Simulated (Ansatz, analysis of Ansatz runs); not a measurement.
## Monovacancy in Pd: vacancy formation against experiment

Subject: monovacancy in Pd. Wanted: its vacancy formation, in one set-up (PBE-D3(BJ), 64-site cell, PBE-D3(BJ) lattice, 420 eV, k: 3x3x3 Gamma-centred). The model is a cell of 64 host atoms with 1 Pd taken out. The formation energy is the energy of the cell with the vacancy less that of the same number of atoms in the perfect cell.

What was measured. Vacancy formation energy: 1.7 eV (quoted in “Nonuniversal structure of point defects in face-centered cubic metals”, 2021, Pui-Wai Ma and S. L. Dudarev, quoting earlier work (1991)). Vacancy formation energy: 1.85 eV (quoted in “Nonuniversal structure of point defects in face-centered cubic metals”, 2021, Pui-Wai Ma and S. L. Dudarev, quoting earlier work (1991)). The runs below try to reproduce this.

Program: Ansatz 0.2.0. Level of theory: plane-wave PAW DFT, PBE-D3(BJ); relaxation of all atoms of a defect supercell. Results are calculated unless marked as measured.

### Step 1. The structure

The cell holds 63 atoms: 63 Pd. Its edges and angles: a = 11.000 Å, b = 11.000 Å, c = 11.000 Å, α = 60.0°, β = 60.0°, γ = 60.0°. It derives from Pd (space group Fm-3m). Nearest the centre at fractional (0.500, 0.500, 0.500): Pd31 at 2.75 Å, Pd54 at 2.75 Å, Pd27 at 2.75 Å, Pd28 at 2.75 Å, Pd40 at 2.75 Å, Pd45 at 2.75 Å, Pd39 at 2.75 Å, Pd57 at 2.75 Å.

The host's primitive cell comes from a first run (plane-wave PAW DFT, PBE-D3(BJ); relaxation of the host's cell and atoms): vectors of 2.750, 2.750 and 2.750 Å. That is 14.71 Å³ an atom, 0.3 % under the diffraction cell's volume. The supercell is built on it.

### Step 2. Relaxation, charge 0

Every later number rests on the structure around the defect, so the atoms are relaxed at the host's lattice first.

The input, relax/input.yaml:

```yaml
relax:
  f_tol: 0.02
  max_steps: 80
  escape_saddle: false
crystal:
  lattice:
    - [0.0, 7.77828975, 7.77828975]
    - [7.77828975, 0.0, 7.77828975]
    - [7.77828975, 7.77828975, 0.0]
  atoms:
    - { symbol: Pd, position: [0.0, 0.0, 0.0] }
    - { symbol: Pd, position: [0.0, 0.0, 0.25] }
    - { symbol: Pd, position: [0.0, 0.0, 0.5] }
    - { symbol: Pd, position: [0.0, 0.0, 0.75] }
    - { symbol: Pd, position: [0.0, 0.25, 0.0] }
    - { symbol: Pd, position: [0.0, 0.25, 0.25] }
    - { symbol: Pd, position: [0.0, 0.25, 0.5] }
    - { symbol: Pd, position: [0.0, 0.25, 0.75] }
    - { symbol: Pd, position: [0.0, 0.5, 0.0] }
    - { symbol: Pd, position: [0.0, 0.5, 0.25] }
    - { symbol: Pd, position: [0.0, 0.5, 0.5] }
    - { symbol: Pd, position: [0.0, 0.5, 0.75] }
    - { symbol: Pd, position: [0.0, 0.75, 0.0] }
    - { symbol: Pd, position: [0.0, 0.75, 0.25] }
    - { symbol: Pd, position: [0.0, 0.75, 0.5] }
    - { symbol: Pd, position: [0.0, 0.75, 0.75] }
    - { symbol: Pd, position: [0.25, 0.0, 0.0] }
    - { symbol: Pd, position: [0.25, 0.0, 0.25] }
    - { symbol: Pd, position: [0.25, 0.0, 0.5] }
    - { symbol: Pd, position: [0.25, 0.0, 0.75] }
    - { symbol: Pd, position: [0.25, 0.25, 0.0] }
    - { symbol: Pd, position: [0.25, 0.25, 0.25] }
    - { symbol: Pd, position: [0.25, 0.25, 0.5] }
    - { symbol: Pd, position: [0.25, 0.25, 0.75] }
    - { symbol: Pd, position: [0.25, 0.5, 0.0] }
    - { symbol: Pd, position: [0.25, 0.5, 0.25] }
    - { symbol: Pd, position: [0.25, 0.5, 0.5] }
    - { symbol: Pd, position: [0.25, 0.5, 0.75] }
    - { symbol: Pd, position: [0.25, 0.75, 0.0] }
    - { symbol: Pd, position: [0.25, 0.75, 0.25] }
    - { symbol: Pd, position: [0.25, 0.75, 0.5] }
    - { symbol: Pd, position: [0.25, 0.75, 0.75] }
    - { symbol: Pd, position: [0.5, 0.0, 0.0] }
    - { symbol: Pd, position: [0.5, 0.0, 0.25] }
    - { symbol: Pd, position: [0.5, 0.0, 0.5] }
    - { symbol: Pd, position: [0.5, 0.0, 0.75] }
    - { symbol: Pd, position: [0.5, 0.25, 0.0] }
    - { symbol: Pd, position: [0.5, 0.25, 0.25] }
    - { symbol: Pd, position: [0.5, 0.25, 0.5] }
    - { symbol: Pd, position: [0.5, 0.25, 0.75] }
    - { symbol: Pd, position: [0.5, 0.5, 0.0] }
    - { symbol: Pd, position: [0.5, 0.5, 0.25] }
    - { symbol: Pd, position: [0.5, 0.5, 0.75] }
    - { symbol: Pd, position: [0.5, 0.75, 0.0] }
    - { symbol: Pd, position: [0.5, 0.75, 0.25] }
    - { symbol: Pd, position: [0.5, 0.75, 0.5] }
    - { symbol: Pd, position: [0.5, 0.75, 0.75] }
    - { symbol: Pd, position: [0.75, 0.0, 0.0] }
    - { symbol: Pd, position: [0.75, 0.0, 0.25] }
    - { symbol: Pd, position: [0.75, 0.0, 0.5] }
    - { symbol: Pd, position: [0.75, 0.0, 0.75] }
    - { symbol: Pd, position: [0.75, 0.25, 0.0] }
    - { symbol: Pd, position: [0.75, 0.25, 0.25] }
    - { symbol: Pd, position: [0.75, 0.25, 0.5] }
    - { symbol: Pd, position: [0.75, 0.25, 0.75] }
    - { symbol: Pd, position: [0.75, 0.5, 0.0] }
    - { symbol: Pd, position: [0.75, 0.5, 0.25] }
    - { symbol: Pd, position: [0.75, 0.5, 0.5] }
    - { symbol: Pd, position: [0.75, 0.5, 0.75] }
    - { symbol: Pd, position: [0.75, 0.75, 0.0] }
    - { symbol: Pd, position: [0.75, 0.75, 0.25] }
    - { symbol: Pd, position: [0.75, 0.75, 0.5] }
    - { symbol: Pd, position: [0.75, 0.75, 0.75] }
basis:
  ecutwfc: 420
  xc_grid: 2
hamiltonian:
  xc: pbe
  dispersion: d3bj
kpoints:
  mp_grid: { grid: [3, 3, 3] }
scf:
  occupations: { method: methfessel_paxton, width: 0.1 }
  max_iter: 120
output:
  forces: true
checkpoint:
  write: "../relax.run"
  compress: false
  write_wavefunctions: true
  write_every: 100000
```

On the command line:

```bash
> ansatz run input.yaml --threads 8 --pin off --max-ram 14131MiB --backend cpu --events-out ev --progress --plain --runs-dir out
```

Numbers of over 12 decimals in the logs are rounded to 6 here.

Log:

```text
[... repeated set-up lines and file paths are left out, and long positions are rounded to six places ...]
Engine: ansatz 0.2.0, aarch64-unknown-linux-gnu
Pseudopotentials: kind: paw
Pseudopotential: Pd, paw, valence charge 18, recommended cutoff 420 eV (normal), Pd.paw.azcp
Functional definition: PBE
  parameter kappa = 0.804
  parameter beta = 0.066725
  exchange = pbe_x(kappa = kappa, mu = beta*pi^2/3)
  correlation = pbe_c(beta = beta)
Crystal: 63 atoms, lattice volume = 941.201 Å³
Basis set: ecut = 420 eV, 18421 PW (Γ), exchange–correlation on 150×150×150 points (8 copies of the dense FFT grid, shifted against one another)
Bands: 681, of which v1, the nominal top of the filled ones, is band 567 counted from 1 (566 counted from 0)
Symmetry: 48 space group operations
Space group: Fm-3m (ITA 225), of the structure as read, at distance tolerance 9.8e-5 Å
k-points: 4 of 27
Non-local potential: Pd, projectors of the file, l = 0: 2, l = 1: 2, l = 2: 2, l = 3: 1
PAW form: soft (Blöchl's): semilocal exchange-correlation on the pseudo side does not see the compensation charge
PAW one-centre angular grid: Pd, 590 points (default); XC on 64 Gauss nodes
Initial density: superposition of atomic densities (neutral atoms: chi_scale 0, normalization atom), corrected by the library's trained network
Initial wavefunctions: pseudopotential atomic-orbital guess
Functional: x = pbe(κ = 0.804, μ = 0.219515), c = pbe(β = 0.066725)
SCF iter   1: F=—  HF=-439329.189489 eV  |F-HF|=—  |Δ(HF+E_count)|=         —  Δρ=6.01e-3  dr2=2.22e-1  ethr=1.77e-3  ⟨swp⟩=5.0  Hψ=9363  notcnv=0  defer=216
preconditioner: auto → Kerker (q_TF=auto, 2.814 Å⁻¹)  [metal: Δε(μ)=0.008 eV  Ē_g=8.493 eV  σ=0.100 eV  W_gap=0.07  n_scr=338 (ndim 8)  ℏωp=30.4 eV  f_vac=0.006  D(μ)=178.52/eV (n_scr^D=3142)]
SCF iter   2: F=—  HF=-439329.186275 eV  |F-HF|=—  |Δ(HF+E_count)|=   3.21e-3  S|Δr|=    0.00e0  Δρ=3.01e-3  dr2=6.20e-2  ethr=1.96e-5  ⟨swp⟩=1.0  Hψ=3136  notcnv=0  defer=238
SCF iter   3: F=—  HF=-439329.187766 eV  |F-HF|=—  |Δ(HF+E_count)|=   1.49e-3  S|Δr|=    0.00e0  Δρ=3.99e-4  dr2=5.92e-3  ethr=5.47e-6  ⟨swp⟩=2.0  Hψ=2806  notcnv=0  defer=238
SCF iter   4: F=—  HF=-439329.189792 eV  |F-HF|=—  |Δ(HF+E_count)|=   2.03e-3  S|Δr|=    0.00e0  Δρ=1.51e-4  dr2=9.07e-4  ethr=5.22e-7  ⟨swp⟩=1.8  Hψ=2793  notcnv=0  defer=238
SCF iter   5: F=—  HF=-439329.189788 eV  |F-HF|=—  |Δ(HF+E_count)|=   4.43e-6  S|Δr|=    0.00e0  Δρ=7.10e-5  dr2=1.82e-4  ethr=8.00e-8  ⟨swp⟩=2.0  Hψ=3550  notcnv=0  defer=238
SCF iter   6: F=—  HF=-439329.189788 eV  |F-HF|=—  |Δ(HF+E_count)|=   6.62e-7  S|Δr|=    0.00e0  Δρ=3.33e-5  dr2=2.81e-5  ethr=1.60e-8  ⟨swp⟩=2.0  Hψ=3333  notcnv=0  defer=238
SCF iter   7: F=-439329.189788 eV  HF=-439329.189790 eV  |F-HF|=2.38e-6  |Δ(HF+E_count)|=   1.78e-6  S|Δr|=    0.00e0  Δρ=1.46e-5  dr2=5.58e-6  ethr=8.82e-10  ⟨swp⟩=3.0  Hψ=6241  notcnv=0
SCF 1 converged in 7 iterations: F = -439329.189788 eV  dr2 = 5.58e-6
  greatest PAW one-centre occupation: 0.999 electrons in one spin orbital (limit 2), on the Pd atom at site 40 (counted from 0), in its partial waves of l = 0
relax step   1: F+E_penalty+E_count = -439329.18978783 eV  Δ(F+E_penalty+E_count) = +0.000e0 eV  max|allowed force component| = 3.618e-1 eV/Å  Δτ_max = 0.0000 Å  (7 SCF iters, dr2 threshold 1.00e-5 eV, accepted)
[... the SCF cycles and remarks between the steps are left out from here to the last step ...]
relax step   2: F+E_penalty+E_count = -439329.36772936 eV  Δ(F+E_penalty+E_count) = -1.779e-1 eV  max|allowed force component| = 1.412e-1 eV/Å  Δτ_max = 0.0740 Å  (7 SCF iters, dr2 threshold 8.18e-6 eV, accepted)
relax step   3: F+E_penalty+E_count = -439329.38500628 eV  Δ(F+E_penalty+E_count) = -1.728e-2 eV  max|allowed force component| = 3.924e-3 eV/Å  Δτ_max = 0.0142 Å  (7 SCF iters, dr2 threshold 1.25e-6 eV, accepted)
iter 1 solved again at ethr=4.77e-12 eV; its pass at ethr=3.10e-3 eV (dr2=5.41e-8 eV) is discarded
SCF iter   1: F=—  HF=-439329.385009 eV  |F-HF|=—  |Δ(HF+E_count)|=         —  Δρ=1.98e-6  dr2=5.31e-8  ethr=4.77e-12  ⟨swp⟩=1.0  Hψ=7535  notcnv=0  defer=103
SCF iter   2: F=-439329.385006 eV  HF=-439329.385006 eV  |F-HF|=1.28e-8  |Δ(HF+E_count)|=   2.33e-6  S|Δr|=    0.00e0  Δρ=1.19e-6  dr2=2.71e-8  ethr=4.68e-12  ⟨swp⟩=2.0  Hψ=5007  notcnv=0
SCF 4 converged in 2 iterations: F = -439329.385006 eV  dr2 = 2.71e-8
relax step   4: F+E_penalty+E_count = -439329.38500629 eV  Δ(F+E_penalty+E_count) = -1.362e-8 eV  max|allowed force component| = 3.922e-3 eV/Å  Δτ_max = 0.0000 Å  (2 SCF iters, accepted)
NSCF: frozen V_eff on 4 k-points
the band table was solved once a step of the walk had ended and its energy, with any forces and stress, was formed, with the checks that follow a solve (8065 applications of the Hamiltonian). They found nothing against the state; [...]
SCF converged after 2 iterations
Stability not checked: this state was not tested for a lower state beside it, because cold or Methfessel-Paxton smearing, or corrected tetrahedra, fill the levels in a way that the test cannot read (fill_not_monotonic; see scf.lower_state_search)
Free energy (F): -439329.385006 eV
Harris-Foulkes:  -439329.385006 eV  (|F-HF|=1.28e-8)
Internal energy: -439329.299793 eV  (E = F + TS)
E sigma→0 (E₀):  -439329.363703 eV
Entropy (-TS):   -0.085213 eV (-1.353 meV/atom)
Fermi energy:    19.457336 eV
Step filling:    the computed levels leave a gap of 0.0054 eV = 0.1 smearing widths at the electron count; against every level under it full and every level over it empty, smearing changes F+E_penalty+E_count by -50.086 meV and its σ→0 estimate by -28.783 meV
--- Per-component energies (eV) ---
  E_band       = -8960.277910
  E_kinetic    = 32375.576628
  E_local      = -112839.592059  (includes V_loc(G=0)·N_el)
  E_nonlocal   = 13674.682839
  E_hartree    = 45962.791223
  E_xc         = -10637.446016
  E_vxc        = -13347.487439  (∫ρ·V_xc dr)
  E_paw        = -236261.218412  (= ΣΔE_a)
  E_vpaw       = -20749.064621  (= ΣTr[D̂ρ^β])
  E_aug_tail   = 0.014408  (compensation charges beyond the density's cutoff)
  E_ewald      = -171562.549791
  E_disp       = -41.558612  (pairwise vdW)
  E_smearing   = -0.085213  (= −TS)
  E_closure    = -0.000000  (closes the sum)
  Σ components = -439329.385006   (vs F -439329.385006, Δ=0.00e0)
--- Forces (eV/Å), atoms counted from 1 ---
  atom   1  Pd     0.00000000     0.00000000     0.00000000
  atom   2  Pd     0.00392195     0.00392195    -0.00000000
  [... 24 atoms left out ...]
  atom  27  Pd     0.00000000     0.00046386     0.00046386
  [... 3 atoms left out ...]
  atom  31  Pd    -0.00046386     0.00046386    -0.00000000
  [... 7 atoms left out ...]
  atom  39  Pd     0.00046386    -0.00000000     0.00046386
  atom  40  Pd    -0.00000000    -0.00046386     0.00046386
  [... 1 atom left out ...]
  atom  42  Pd     0.00046386     0.00046386     0.00000000
  [... 2 atoms left out ...]
  atom  45  Pd     0.00000000     0.00046386    -0.00046386
  atom  46  Pd    -0.00046386     0.00000000    -0.00046386
  [... 7 atoms left out ...]
  atom  54  Pd     0.00046386    -0.00046386    -0.00000000
  [... 2 atoms left out ...]
  atom  57  Pd     0.00046386    -0.00000000    -0.00046386
  atom  58  Pd    -0.00000000    -0.00046386    -0.00046386
  [... 5 atoms left out ...]
  max |Σ_I F_I| component: 7.01e-18 eV/Å
--- Band table (eV) ---
  k-point 0: bands = ["-64.6588", "-64.6390", "-64.6316", "-64.6316", [... 673 left out ...] "31.1643", "31.1643", "31.1643", "32.0249"]
  k-point 1: bands = ["-64.6579", "-64.6390", "-64.6341", "-64.6316", [... 673 left out ...] "31.0525", "31.0525", "31.0809", "31.0820"]
  [... further k-points left out ...]
--- Relaxed structure (4 steps of the walk, 4 accepted, 0 SCFs on fresh bases) ---
  F+E_penalty+E_count = -439329.38500629 eV   max|allowed force component| = 3.922e-3 eV/Å
  atoms:
    - { symbol: Pd, position: [0, 0, 0] }
    - { symbol: Pd, position: [0, 0, 0.250152] }
    [... 24 atoms left out ...]
    - { symbol: Pd, position: [0.255441, 0.5, 0.5] }
    [... 3 atoms left out ...]
    - { symbol: Pd, position: [0.255441, 0.744559, 0.5] }
    [... 7 atoms left out ...]
    - { symbol: Pd, position: [0.5, 0.255441, 0.5] }
    - { symbol: Pd, position: [0.5, 0.255441, 0.744559] }
    [... 1 atom left out ...]
    - { symbol: Pd, position: [0.5, 0.5, 0.255441] }
    [... 2 atoms left out ...]
    - { symbol: Pd, position: [0.5, 0.744559, 0.255441] }
    - { symbol: Pd, position: [0.5, 0.744559, 0.500000] }
    [... 7 atoms left out ...]
    - { symbol: Pd, position: [0.744559, 0.255441, 0.5] }
    [... 2 atoms left out ...]
    - { symbol: Pd, position: [0.744559, 0.5, 0.255441] }
    - { symbol: Pd, position: [0.744559, 0.5, 0.500000] }
    [... 5 atoms left out ...]
```

The job ended after 2.3 min (8 threads of Arm Neoverse V2, shared host; peak memory 11 GiB).

The steps of the relaxation:

```csv
step,energy less that of the first step (eV),largest force component (eV/Å)
1,0.0000,0.3618
2,-0.1779,0.1412
3,-0.1952,0.0039
4,-0.1952,0.0039
```

The run keeps the 48 symmetry operations that it works with, so distortions that break them were not tested.

The atoms that moved most (Å):

```csv
atom,dx,dy,dz,length
Pd28,-0.042,0.000,0.042,0.060
Pd40,0.000,-0.042,0.042,0.060
Pd39,0.042,0.000,0.042,0.060
Pd27,0.000,0.042,0.042,0.060
Pd42,0.042,0.042,0.000,0.060
Pd45,0.000,0.042,-0.042,0.060
Pd58,0.000,-0.042,-0.042,0.060
Pd46,-0.042,0.000,-0.042,0.060
```

The atoms nearest to the centre after the run:

```csv
atom,distance (Å)
Pd28,2.690
Pd27,2.690
Pd40,2.690
Pd39,2.690
Pd42,2.690
Pd45,2.690
Pd31,2.690
Pd46,2.690
Pd54,2.690
Pd57,2.690
Pd58,2.690
Pd43,2.690
```

This step gave:

* free energy: -439329.3850 eV
* smearing term TS: 0.08521 eV

The relaxation ends 3.1 meV an atom lower, with a largest force component of 0.0039 eV/Å.

### Step 3. Defect-free supercell

The perfect cell is run with the same cutoff and k-points as the defect cell, so that sampling errors largely cancel in the difference.

This step: plane-wave PAW DFT, PBE-D3(BJ); single point of the defect-free supercell.

System of this step: The cell holds 64 atoms: 64 Pd. Its edges and angles: a = 11.000 Å, b = 11.000 Å, c = 11.000 Å, α = 60.0°, β = 60.0°, γ = 60.0°.

The input, host/input.yaml:

```yaml
crystal:
  lattice:
    - [0.0, 7.7782897506, 7.7782897506]
    - [7.7782897506, 0.0, 7.7782897506]
    - [7.7782897506, 7.7782897506, 0.0]
  atoms:
    - { symbol: Pd, position: [0.0, 0.0, 0.0] }
    - { symbol: Pd, position: [0.0, 0.0, 0.25] }
    - { symbol: Pd, position: [0.0, 0.0, 0.5] }
    - { symbol: Pd, position: [0.0, 0.0, 0.75] }
    - { symbol: Pd, position: [0.0, 0.25, 0.0] }
    - { symbol: Pd, position: [0.0, 0.25, 0.25] }
    - { symbol: Pd, position: [0.0, 0.25, 0.5] }
    - { symbol: Pd, position: [0.0, 0.25, 0.75] }
[... 50 atom lines left out ...]
    - { symbol: Pd, position: [0.75, 0.5, 0.5] }
    - { symbol: Pd, position: [0.75, 0.5, 0.75] }
    - { symbol: Pd, position: [0.75, 0.75, 0.0] }
    - { symbol: Pd, position: [0.75, 0.75, 0.25] }
    - { symbol: Pd, position: [0.75, 0.75, 0.5] }
    - { symbol: Pd, position: [0.75, 0.75, 0.75] }
basis:
  ecutwfc: 420
  xc_grid: 2
hamiltonian:
  xc: pbe
  dispersion: d3bj
kpoints:
  mp_grid: { grid: [3, 3, 3] }
scf:
  occupations: { method: methfessel_paxton, width: 0.1 }
  max_iter: 120
output:
  forces: true
```

Log:

```text
[...]
Crystal: 64 atoms, lattice volume = 941.201 Å³
Basis set: ecut = 420 eV, 18421 PW (Γ), exchange–correlation on 150×150×150 points (8 copies of the dense FFT grid, shifted against one another)
Bands: 640, of which v1, the nominal top of the filled ones, is band 576 counted from 1 (575 counted from 0)
Symmetry: 3072 space group operations
[...]
k-points: 4 of 27
[...]
SCF iter   1: F=—  HF=-446304.545312 eV  |F-HF|=—  |Δ(HF+E_count)|=         —  Δρ=5.00e-3  dr2=6.99e-2  ethr=1.77e-3  ⟨swp⟩=5.0  Hψ=8740  notcnv=0  defer=65
[...]
SCF iter   6: F=-446304.554053 eV  HF=-446304.554053 eV  |F-HF|=1.97e-8  |Δ(HF+E_count)|=   3.93e-7  S|Δr|=    0.00e0  Δρ=3.04e-6  dr2=6.65e-8  ethr=8.17e-11  ⟨swp⟩=3.0  Hψ=6047  notcnv=0
SCF 1 converged in 6 iterations: F = -446304.554053 eV  dr2 = 6.65e-8
[...]
SCF converged after 6 iterations
[...]
Free energy (F): -446304.554053 eV
[...]
Internal energy: -446304.417739 eV  (E = F + TS)
E sigma→0 (E₀):  -446304.519975 eV
Entropy (-TS):   -0.136314 eV (-2.130 meV/atom)
Fermi energy:    19.857095 eV
[...]
```

It took 27 s on 8 threads; peak memory 8.6 GiB.

This step gave:

* free energy: -446304.5541 eV
* smearing term TS: 0.1363 eV

### Step 4. Outcome

| Property | Result |
| --- | --- |
| energy gained by relaxing the atoms | 0.20 eV |
| vacancy formation energy at fixed volume, 0 K | 1.65 eV |
| time of the whole chain | 2.8 min on 8 threads |

What this shows: Vacancy formation energy: computed 1.65 eV, measured 1.7 eV and 1.85 eV; 0.05 eV below the nearest measurement. The calculation is for 0 K; measured enthalpies come from near the melting point and hold vibrational and anharmonic parts. Semilocal functionals misjudge the energy of a vacancy's internal surface; LDA and PBEsol usually give larger values than PBE.

[Logs are printed without paths, hosts, clocks, repeated set-up lines and the standing remarks that a program may print on its own settings, such as how far it seeks lower states.]

[Hosts, paths, dates, database ids (printed as entryN), source tags and the programs' standing remarks are cut or masked in the printed files.]

[For some hosts the program warned that the k-mesh of the response run may be too coarse for force constants and the static dielectric constant; such warnings are not shown here.]
